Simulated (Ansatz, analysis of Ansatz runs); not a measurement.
**Local vibrational mode of the bond-centred H+ along c in ZnO (PBE)**

Aim: the local vibrational mode of the bond-centred H+ along c in ZnO, to be set beside the measurement. Set-up: PBE, 72-site cell, PBE lattice, 420 eV, k: the single point 1/4 1/4 1/4, the defect atoms alone displaced. The model is a cell of 72 host atoms with 1 H put in. The frequencies come from the force constants of the defect atoms alone, with every neighbour held at rest.

**The experiment.** O-H stretch, 1H: 3611.3 cm⁻¹ at 10 K, by IR absorption (quoted in “Hydrogen and Related Defects in Oxide Semiconductors”, 2012, M. C. Tarun, 2012 (Ph.D. dissertation, Washington State University), quoting earlier work (2002)). O-D stretch, 2H: 2668 cm⁻¹ at 9 K, by FTIR absorption (quoted in “Hydrogen-related defects in hydrothermally grown ZnO studied by Fourier Transform Infrared Spectroscopy”, 2010, Halvard Haug, quoting earlier work (2005)). The calculation is set beside it at the end.

Main program and level: Ansatz 0.2.0; plane-wave PAW DFT, PBE; relaxation of all atoms of a defect supercell.

## Step 1: Starting point

The cell holds 73 atoms: 36 Zn, 36 O and 1 H. Cell: a = 9.839 Å, b = 9.839 Å, c = 10.587 Å, α = 90.0°, β = 90.0°, γ = 120.0°. It derives from ZnO (space group P6_3mc). Nearest the centre at fractional (0.444, 0.556, 0.368): H73 at 0.00 Å, O36 at 1.00 Å, Zn33 at 1.70 Å, Zn46 at 2.35 Å, Zn14 at 2.35 Å, Zn38 at 2.35 Å, O43 at 2.68 Å, O11 at 2.68 Å. The cell carries charge +1.

The host's primitive cell comes from a first run (plane-wave PAW DFT, PBE; relaxation of the host's cell and atoms): vectors of 3.280, 3.280 and 5.293 Å. That is 12.33 Å³ an atom, 3.6 % over the diffraction cell's volume. The supercell is built on it.

## Step 2: Relaxation, charge +1

Every later number rests on the structure around the defect, so the atoms are relaxed at the host's lattice first.

The input, relax/input.yaml:

```yaml
relax:
  f_tol: 0.01
  max_steps: 80
  random_displacement: { amplitude: 0.02, seed: 317 }
crystal:
  lattice:
    - [9.83855992, 0.0, 0.0]
    - [-4.91927996, 8.52044282, 0.0]
    - [0.0, 0.0, 10.58650211]
  atoms:
    - { symbol: Zn, position: [0.111111111, 0.222222222, 0.249983552] }
    - { symbol: Zn, position: [0.222222222, 0.111111111, -1.6448e-05] }
    - { symbol: O, position: [0.222222222, 0.111111111, 0.189521448] }
    - { symbol: O, position: [0.111111111, 0.222222222, 0.439521448] }
    - { symbol: Zn, position: [0.111111111, 0.222222222, 0.749983552] }
    - { symbol: Zn, position: [0.222222222, 0.111111111, 0.499983552] }
    - { symbol: O, position: [0.222222222, 0.111111111, 0.689521448] }
    - { symbol: O, position: [0.111111111, 0.222222222, 0.939521448] }
    - { symbol: Zn, position: [0.111111111, 0.555555556, 0.249983552] }
    - { symbol: Zn, position: [0.222222222, 0.444444444, -1.6448e-05] }
    - { symbol: O, position: [0.222222222, 0.444444444, 0.189521448] }
    - { symbol: O, position: [0.111111111, 0.555555556, 0.439521448] }
    - { symbol: Zn, position: [0.111111111, 0.555555556, 0.749983552] }
    - { symbol: Zn, position: [0.222222222, 0.444444444, 0.499983552] }
    - { symbol: O, position: [0.222222222, 0.444444444, 0.689521448] }
    - { symbol: O, position: [0.111111111, 0.555555556, 0.939521448] }
    - { symbol: Zn, position: [0.111111111, 0.888888889, 0.249983552] }
    - { symbol: Zn, position: [0.222222222, 0.777777778, -1.6448e-05] }
    - { symbol: O, position: [0.222222222, 0.777777778, 0.189521448] }
    - { symbol: O, position: [0.111111111, 0.888888889, 0.439521448] }
    - { symbol: Zn, position: [0.111111111, 0.888888889, 0.749983552] }
    - { symbol: Zn, position: [0.222222222, 0.777777778, 0.499983552] }
    - { symbol: O, position: [0.222222222, 0.777777778, 0.689521448] }
    - { symbol: O, position: [0.111111111, 0.888888889, 0.939521448] }
    - { symbol: Zn, position: [0.444444444, 0.222222222, 0.249983552] }
    - { symbol: Zn, position: [0.555555556, 0.111111111, -1.6448e-05] }
    - { symbol: O, position: [0.555555556, 0.111111111, 0.189521448] }
    - { symbol: O, position: [0.444444444, 0.222222222, 0.439521448] }
    - { symbol: Zn, position: [0.444444444, 0.222222222, 0.749983552] }
    - { symbol: Zn, position: [0.555555556, 0.111111111, 0.499983552] }
    - { symbol: O, position: [0.555555556, 0.111111111, 0.689521448] }
    - { symbol: O, position: [0.444444444, 0.222222222, 0.939521448] }
    - { symbol: Zn, position: [0.444444444, 0.555555556, 0.207476594] }
    - { symbol: Zn, position: [0.555555556, 0.444444444, -1.6448e-05] }
    - { symbol: O, position: [0.555555556, 0.444444444, 0.189521448] }
    - { symbol: O, position: [0.444444444, 0.555555556, 0.463136425] }
    - { symbol: Zn, position: [0.444444444, 0.555555556, 0.749983552] }
    - { symbol: Zn, position: [0.555555556, 0.444444444, 0.499983552] }
    - { symbol: O, position: [0.555555556, 0.444444444, 0.689521448] }
    - { symbol: O, position: [0.444444444, 0.555555556, 0.939521448] }
    - { symbol: Zn, position: [0.444444444, 0.888888889, 0.249983552] }
    - { symbol: Zn, position: [0.555555556, 0.777777778, -1.6448e-05] }
    - { symbol: O, position: [0.555555556, 0.777777778, 0.189521448] }
    - { symbol: O, position: [0.444444444, 0.888888889, 0.439521448] }
    - { symbol: Zn, position: [0.444444444, 0.888888889, 0.749983552] }
    - { symbol: Zn, position: [0.555555556, 0.777777778, 0.499983552] }
    - { symbol: O, position: [0.555555556, 0.777777778, 0.689521448] }
    - { symbol: O, position: [0.444444444, 0.888888889, 0.939521448] }
    - { symbol: Zn, position: [0.777777778, 0.222222222, 0.249983552] }
    - { symbol: Zn, position: [0.888888889, 0.111111111, -1.6448e-05] }
    - { symbol: O, position: [0.888888889, 0.111111111, 0.189521448] }
    - { symbol: O, position: [0.777777778, 0.222222222, 0.439521448] }
    - { symbol: Zn, position: [0.777777778, 0.222222222, 0.749983552] }
    - { symbol: Zn, position: [0.888888889, 0.111111111, 0.499983552] }
    - { symbol: O, position: [0.888888889, 0.111111111, 0.689521448] }
    - { symbol: O, position: [0.777777778, 0.222222222, 0.939521448] }
    - { symbol: Zn, position: [0.777777778, 0.555555556, 0.249983552] }
    - { symbol: Zn, position: [0.888888889, 0.444444444, -1.6448e-05] }
    - { symbol: O, position: [0.888888889, 0.444444444, 0.189521448] }
    - { symbol: O, position: [0.777777778, 0.555555556, 0.439521448] }
    - { symbol: Zn, position: [0.777777778, 0.555555556, 0.749983552] }
    - { symbol: Zn, position: [0.888888889, 0.444444444, 0.499983552] }
    - { symbol: O, position: [0.888888889, 0.444444444, 0.689521448] }
    - { symbol: O, position: [0.777777778, 0.555555556, 0.939521448] }
    - { symbol: Zn, position: [0.777777778, 0.888888889, 0.249983552] }
    - { symbol: Zn, position: [0.888888889, 0.777777778, -1.6448e-05] }
    - { symbol: O, position: [0.888888889, 0.777777778, 0.189521448] }
    - { symbol: O, position: [0.777777778, 0.888888889, 0.439521448] }
    - { symbol: Zn, position: [0.777777778, 0.888888889, 0.749983552] }
    - { symbol: Zn, position: [0.888888889, 0.777777778, 0.499983552] }
    - { symbol: O, position: [0.888888889, 0.777777778, 0.689521448] }
    - { symbol: O, position: [0.777777778, 0.888888889, 0.939521448] }
    - { symbol: H, position: [0.444444001, 0.555555999, 0.368445448] }
total_charge: 1
basis:
  ecutwfc: 420
  xc_grid: 2
hamiltonian:
  xc: pbe
kpoints:
  mp_grid: { grid: [1, 1, 1], shift: [0.25, 0.25, 0.25] }
scf:
  occupations: { method: fermi_dirac, width: 0.01 }
  max_iter: 120
output:
  forces: true
checkpoint:
  write: "../relax.run"
  compress: false
  write_wavefunctions: true
  write_every: 100000
```

Command:

```
$ ansatz run input.yaml --threads 2 --pin off --max-ram 4710MiB --backend cpu --events-out ev --progress --plain --runs-dir out
```

Numbers of over 12 decimals in the logs are rounded to 6 here.

The log of the run:

```text
[... repeated set-up lines and file paths are left out, and long positions are rounded to six places ...]
Engine: ansatz 0.2.0, aarch64-unknown-linux-gnu
Pseudopotentials: kind: paw
Pseudopotential: Zn, paw, valence charge 12, recommended cutoff 420 eV (normal), Zn.paw.azcp
Pseudopotential: O, paw, valence charge 6, recommended cutoff 420 eV (normal), O.paw.azcp
Pseudopotential: H, paw, valence charge 1, recommended cutoff 420 eV (normal), H.paw.azcp
Functional definition: PBE
  parameter kappa = 0.804
  parameter beta = 0.066725
  exchange = pbe_x(kappa = kappa, mu = beta*pi^2/3)
  correlation = pbe_c(beta = beta)
Crystal: 73 atoms, lattice volume = 887.455 Å³
Basis set: ecut = 420 eV, 17351 PW (Γ), exchange–correlation on 144×144×144 points (8 copies of the dense FFT grid, shifted against one another)
Bands: 397, of which v1, the nominal top of the filled ones, is band 324 counted from 1 (323 counted from 0)
Symmetry: 1 space group operations
k-points: 1
Non-local potential: Zn, projectors of the file, l = 0: 2, l = 1: 2, l = 2: 3, l = 3: 1
Non-local potential: O, projectors of the file, l = 0: 2, l = 1: 2, l = 2: 1
Non-local potential: H, projectors of the file, l = 0: 2, l = 1: 1
PAW form: soft (Blöchl's): semilocal exchange-correlation on the pseudo side does not see the compensation charge
PAW one-centre angular grid: Zn, 590 points (default); XC on 64 Gauss nodes
PAW one-centre angular grid: O, 110 points (default); XC on 64 Gauss nodes
PAW one-centre angular grid: H, 110 points (default); XC on 64 Gauss nodes
Initial density: superposition of atomic densities (neutral atoms scaled as one to the charged cell's electrons: chi_scale 0, normalization atom), corrected by the library's trained network
Initial wavefunctions: pseudopotential atomic-orbital guess
Functional: x = pbe(κ = 0.804, μ = 0.219515), c = pbe(β = 0.066725)
SCF iter   1: F=—  HF=-139949.564943 eV  |F-HF|=—  |Δ(HF+E_count)|=         —  Δρ=7.97e-3  dr2=3.34e-1  ethr=1.77e-3  ⟨swp⟩=6.0  Hψ=1403  notcnv=0  defer=11
preconditioner: auto → Resta (q_TF=auto, 2.589 Å⁻¹)  ε∞=7.4  [insulator: Δε(μ)=2.180 eV  Ē_g=12.567 eV  σ=0.010 eV  W_gap=1.00  n_scr=242 (ndim 8)  ℏωp=31.7 eV  f_vac=0.040  D(μ)=0.00/eV (n_scr^D=0)  ε∞_Penn≈7.4]
SCF iter   2: F=—  HF=-139949.489437 eV  |F-HF|=—  |Δ(HF+E_count)|=   7.55e-2  Δρ=1.49e-3  dr2=2.06e-2  ethr=5.15e-5  ⟨swp⟩=2.0  Hψ=752  notcnv=0  defer=66
SCF iter   3: F=—  HF=-139949.471603 eV  |F-HF|=—  |Δ(HF+E_count)|=   1.78e-2  Δρ=1.43e-3  dr2=1.91e-2  ethr=3.18e-6  ⟨swp⟩=2.0  Hψ=625  notcnv=0  defer=66
SCF iter   4: F=—  HF=-139949.468063 eV  |F-HF|=—  |Δ(HF+E_count)|=   3.54e-3  Δρ=4.12e-4  dr2=2.16e-3  ethr=2.95e-6  ⟨swp⟩=2.0  Hψ=625  notcnv=0  defer=66
SCF iter   5: F=—  HF=-139949.469320 eV  |F-HF|=—  |Δ(HF+E_count)|=   1.26e-3  Δρ=3.87e-4  dr2=9.17e-4  ethr=3.34e-7  ⟨swp⟩=2.0  Hψ=662  notcnv=0  defer=66
SCF iter   6: F=—  HF=-139949.469239 eV  |F-HF|=—  |Δ(HF+E_count)|=   8.05e-5  Δρ=7.58e-5  dr2=6.88e-5  ethr=1.41e-7  ⟨swp⟩=2.0  Hψ=648  notcnv=0  defer=66
SCF iter   7: F=—  HF=-139949.469252 eV  |F-HF|=—  |Δ(HF+E_count)|=   1.27e-5  Δρ=6.72e-5  dr2=3.00e-5  ethr=1.06e-8  ⟨swp⟩=3.0  Hψ=658  notcnv=0  defer=66
SCF iter   8: F=—  HF=-139949.469247 eV  |F-HF|=—  |Δ(HF+E_count)|=   5.30e-6  Δρ=2.09e-5  dr2=3.14e-6  ethr=4.64e-9  ⟨swp⟩=3.0  Hψ=653  notcnv=0  defer=66
SCF iter   9: F=-139949.469246 eV  HF=-139949.469247 eV  |F-HF|=6.26e-7  |Δ(HF+E_count)|=   4.19e-7  Δρ=1.14e-5  dr2=1.02e-6  ethr=3.86e-10  ⟨swp⟩=5.0  Hψ=1333  notcnv=0
SCF 1 converged in 9 iterations: F = -139949.469246 eV  dr2 = 1.02e-6
  greatest PAW one-centre occupation: 0.988 electrons in one spin orbital (limit 2), on the Zn atom at site 32 (counted from 0), in its partial waves of l = 2
relax step   1: F+E_penalty+E_count = -139949.46924646 eV  Δ(F+E_penalty+E_count) = +0.000e0 eV  max|allowed force component| = 1.741e0 eV/Å  Δτ_max = 0.0000 Å  (9 SCF iters, dr2 threshold 2.50e-6 eV, accepted)
[... the SCF cycles and remarks between the steps are left out from here to the last step ...]
relax step   2: F+E_penalty+E_count = -139950.09620077 eV  Δ(F+E_penalty+E_count) = -6.270e-1 eV  max|allowed force component| = 1.000e0 eV/Å  Δτ_max = 0.1075 Å  (6 SCF iters, dr2 threshold 1.00e-4 eV, accepted)
relax step   3: F+E_penalty+E_count = -139950.41229003 eV  Δ(F+E_penalty+E_count) = -3.161e-1 eV  max|allowed force component| = 3.004e0 eV/Å  Δτ_max = 0.2000 Å  (8 SCF iters, dr2 threshold 6.26e-5 eV, accepted)
relax step   4: F+E_penalty+E_count = -139950.50868777 eV  Δ(F+E_penalty+E_count) = -9.640e-2 eV  max|allowed force component| = 2.056e-1 eV/Å  Δτ_max = 0.1158 Å  (6 SCF iters, dr2 threshold 1.00e-4 eV, accepted)
relax step   5: F+E_penalty+E_count = -139950.51304874 eV  Δ(F+E_penalty+E_count) = -4.361e-3 eV  max|allowed force component| = 4.974e-2 eV/Å  Δτ_max = 0.0233 Å  (6 SCF iters, dr2 threshold 2.64e-6 eV, accepted)
relax step   6: F+E_penalty+E_count = -139950.51294318 eV  Δ(F+E_penalty+E_count) = +1.056e-4 eV  max|allowed force component| = 7.635e-2 eV/Å  Δτ_max = 0.0389 Å  (8 SCF iters, dr2 threshold 1.55e-7 eV, rejected (line search))
relax step   7: F+E_penalty+E_count = -139950.51304894 eV  Δ(F+E_penalty+E_count) = -2.041e-7 eV  max|allowed force component| = 5.007e-2 eV/Å  Δτ_max = 0.0000 Å  (8 SCF iters, accepted)
relax step   8: F+E_penalty+E_count = -139950.51295425 eV  Δ(F+E_penalty+E_count) = +9.469e-5 eV  max|allowed force component| = 7.598e-2 eV/Å  Δτ_max = 0.0388 Å  (8 SCF iters, dr2 threshold 1.57e-7 eV, rejected (line search))
SCF iter   1: F=—  HF=-139950.515764 eV  |F-HF|=—  |Δ(HF+E_count)|=         —  Δρ=1.01e-3  dr2=3.82e-3  ethr=6.13e-6  ⟨swp⟩=6.0  Hψ=1110  notcnv=0  defer=67
SCF iter   2: F=—  HF=-139950.514483 eV  |F-HF|=—  |Δ(HF+E_count)|=   1.28e-3  Δρ=4.97e-4  dr2=9.04e-4  ethr=5.90e-7  ⟨swp⟩=2.0  Hψ=576  notcnv=0  defer=67
SCF iter   3: F=—  HF=-139950.514170 eV  |F-HF|=—  |Δ(HF+E_count)|=   3.13e-4  Δρ=7.58e-5  dr2=3.62e-5  ethr=1.40e-7  ⟨swp⟩=3.0  Hψ=640  notcnv=0  defer=67
SCF iter   4: F=—  HF=-139950.514229 eV  |F-HF|=—  |Δ(HF+E_count)|=   5.90e-5  Δρ=3.78e-5  dr2=7.85e-6  ethr=5.59e-9  ⟨swp⟩=3.0  Hψ=844  notcnv=0  defer=67
SCF iter   5: F=—  HF=-139950.514228 eV  |F-HF|=—  |Δ(HF+E_count)|=   3.59e-7  Δρ=1.97e-5  dr2=2.72e-6  ethr=1.21e-9  ⟨swp⟩=2.0  Hψ=650  notcnv=0  defer=67
SCF iter   6: F=—  HF=-139950.514228 eV  |F-HF|=—  |Δ(HF+E_count)|=   1.28e-7  Δρ=8.29e-6  dr2=6.49e-7  ethr=4.19e-10  ⟨swp⟩=3.0  Hψ=654  notcnv=0  defer=67
SCF iter   7: F=-139950.514228 eV  HF=-139950.514228 eV  |F-HF|=1.36e-8  |Δ(HF+E_count)|=   9.97e-8  Δρ=1.77e-6  dr2=5.02e-8  ethr=1.54e-11  ⟨swp⟩=4.0  Hψ=1540  notcnv=0
SCF 9 converged in 7 iterations: F = -139950.514228 eV  dr2 = 5.02e-8
relax step   9: F+E_penalty+E_count = -139950.51422825 eV  Δ(F+E_penalty+E_count) = -1.179e-3 eV  max|allowed force component| = 3.480e-3 eV/Å  Δτ_max = 0.0184 Å  (7 SCF iters, accepted)
NSCF: frozen V_eff on 1 k-points
the band table was solved once a step of the walk had ended and its energy, with any forces and stress, was formed, with the checks that follow a solve (1337 applications of the Hamiltonian). They found nothing against the state; [...]
SCF converged after 7 iterations
Free energy (F): -139950.514228 eV
Harris-Foulkes:  -139950.514228 eV  (|F-HF|=1.36e-8)
Internal energy: -139950.514228 eV  (E = F + TS)
E sigma→0 (E₀):  -139950.514228 eV
Fermi energy:    7.698337 eV
--- Per-component energies (eV) ---
  E_band       = 908.831086
  E_kinetic    = 10987.914972
  E_local      = -73311.233669  (includes V_loc(G=0)·N_el)
  E_nonlocal   = 24028.954536
  E_hartree    = 30119.464031
  E_xc         = -7550.146069
  E_vxc        = -5204.860330  (∫ρ·V_xc dr)
  E_paw        = -71647.328931  (= ΣΔE_a)
  E_vpaw       = -15830.940645  (= ΣTr[D̂ρ^β])
  E_aug_tail   = 0.073569  (compensation charges beyond the density's cutoff)
  E_ewald      = -52578.212668
  E_smearing   = -0.000000  (= −TS)
  E_closure    = 0.000000  (closes the sum)
  E_deformation_potential = 13.610662  (in the stress; not in F)
  Σ components = -139950.514228   (vs F -139950.514228, Δ=0.00e0)
--- Forces (eV/Å), atoms counted from 1 ---
  atom   1  Zn    -0.00173113     0.00005802    -0.00004466
  atom   2  Zn     0.00127449    -0.00093888    -0.00116253
  [... 8 atoms left out ...]
  atom  11  O      0.00113177    -0.00223186     0.00166902
  [... 2 atoms left out ...]
  atom  14  Zn     0.00095353    -0.00006060    -0.00008035
  [... 18 atoms left out ...]
  atom  33  Zn    -0.00009351    -0.00031171    -0.00051266
  [... 1 atom left out ...]
  atom  35  O     -0.00263863     0.00001114     0.00055873
  atom  36  O     -0.00014430     0.00029008     0.00161596
  [... 1 atom left out ...]
  atom  38  Zn     0.00019607    -0.00106887     0.00110087
  [... 4 atoms left out ...]
  atom  43  O      0.00114863     0.00133585     0.00243744
  atom  44  O     -0.00044343     0.00013678    -0.00015835
  [... 1 atom left out ...]
  atom  46  Zn     0.00142630    -0.00149801    -0.00235260
  [... 26 atoms left out ...]
  atom  73  H     -0.00093808     0.00177198    -0.00348133
  max |Σ_I F_I| component: 1.33e-4 eV/Å
--- Band table (eV) ---
  k-point 0: bands = ["-12.8583", "-10.9895", "-10.8884", "-10.8469", [... 389 left out ...] "16.7045", "16.7501", "16.7587", "16.8043"]
--- Relaxed structure (9 steps of the walk, 7 accepted, 0 SCFs on fresh bases) ---
  F+E_penalty+E_count = -139950.51422825 eV   max|allowed force component| = 3.480e-3 eV/Å
  atoms:
    - { symbol: Zn, position: [0.111052, 0.221758, 0.250196] }
    - { symbol: Zn, position: [0.221883, 0.109349, 0.000909] }
    [... 8 atoms left out ...]
    - { symbol: O, position: [0.218410, 0.442556, 0.185244] }
    [... 2 atoms left out ...]
    - { symbol: Zn, position: [0.208267, 0.437003, 0.509569] }
    [... 18 atoms left out ...]
    - { symbol: Zn, position: [0.444460, 0.555803, 0.173562] }
    [... 1 atom left out ...]
    - { symbol: O, position: [0.557550, 0.442828, 0.185371] }
    - { symbol: O, position: [0.444898, 0.555429, 0.464128] }
    [... 1 atom left out ...]
    - { symbol: Zn, position: [0.563391, 0.437013, 0.509806] }
    [... 4 atoms left out ...]
    - { symbol: O, position: [0.557686, 0.781854, 0.185277] }
    - { symbol: O, position: [0.445077, 0.888011, 0.439719] }
    [... 1 atom left out ...]
    - { symbol: Zn, position: [0.563267, 0.792039, 0.509677] }
    [... 26 atoms left out ...]
    - { symbol: H, position: [0.445186, 0.555337, 0.372116] }
```

It took 6.8 min on 2 threads of Arm Neoverse V1, shared host; peak memory 2.2 GiB; 13 min of CPU time.

(Part 1 of 2 ends here.)

[Logs are printed without paths, hosts, clocks, repeated set-up lines and the standing remarks that a program may print on its own settings, such as how far it seeks lower states.]

[Hosts, paths, dates, database ids (printed as entryN), source tags and the programs' standing remarks are cut or masked in the printed files.]

[For some hosts the program warned that the k-mesh of the response run may be too coarse for force constants and the static dielectric constant; such warnings are not shown here.]
